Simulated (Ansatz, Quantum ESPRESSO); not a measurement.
# 1T-PtSe2, 1 layer: the energy at a withheld member of a series

How the rows were computed: Quantum ESPRESSO 7.5, PBE, GBRV ultrasoft. Cell and atoms are first relaxed; each strained cell is then held and the atoms relax in it. A periodic run with 15 Å of vacuum in the starting cell gives the vacuum levels, and bands follow along a path. The bands are repeated with spin-orbit coupling and fully relativistic files. The series steps biaxial strain. Energies count from the lowest.

```
biaxial strain  energy (eV)
          -4 %       0.1169
          -3 %       0.0656
          -2 %       0.0291
          -1 %       0.0074
           0 %       0.0000
           1 %       0.0065
           2 %       0.0264
           3 %       0.0591
```

**Question.** What is the energy at 4 %?

By hand: The rows at 2 % and 3 % give a slope of (0.0591 − (0.0264))/(3 − (2)) = 0.0327, so a straight line gives 0.0918 eV. A parabola through these and the row at 1 % gives 0.1046 eV.

What the calculation gave: 0.1041 eV. The line misses by −0.0123 and the parabola by +0.0005 eV. The parabola does better.

**Limits.** Semilocal gaps are too small; the 1×1 cell can't ripple over many cells under compression as a free sheet would. These values are without spin-orbit coupling.

[Logs are printed without paths, hosts, clocks, repeated set-up lines and the standing remarks that a program may print on its own settings, such as how far it seeks lower states.]
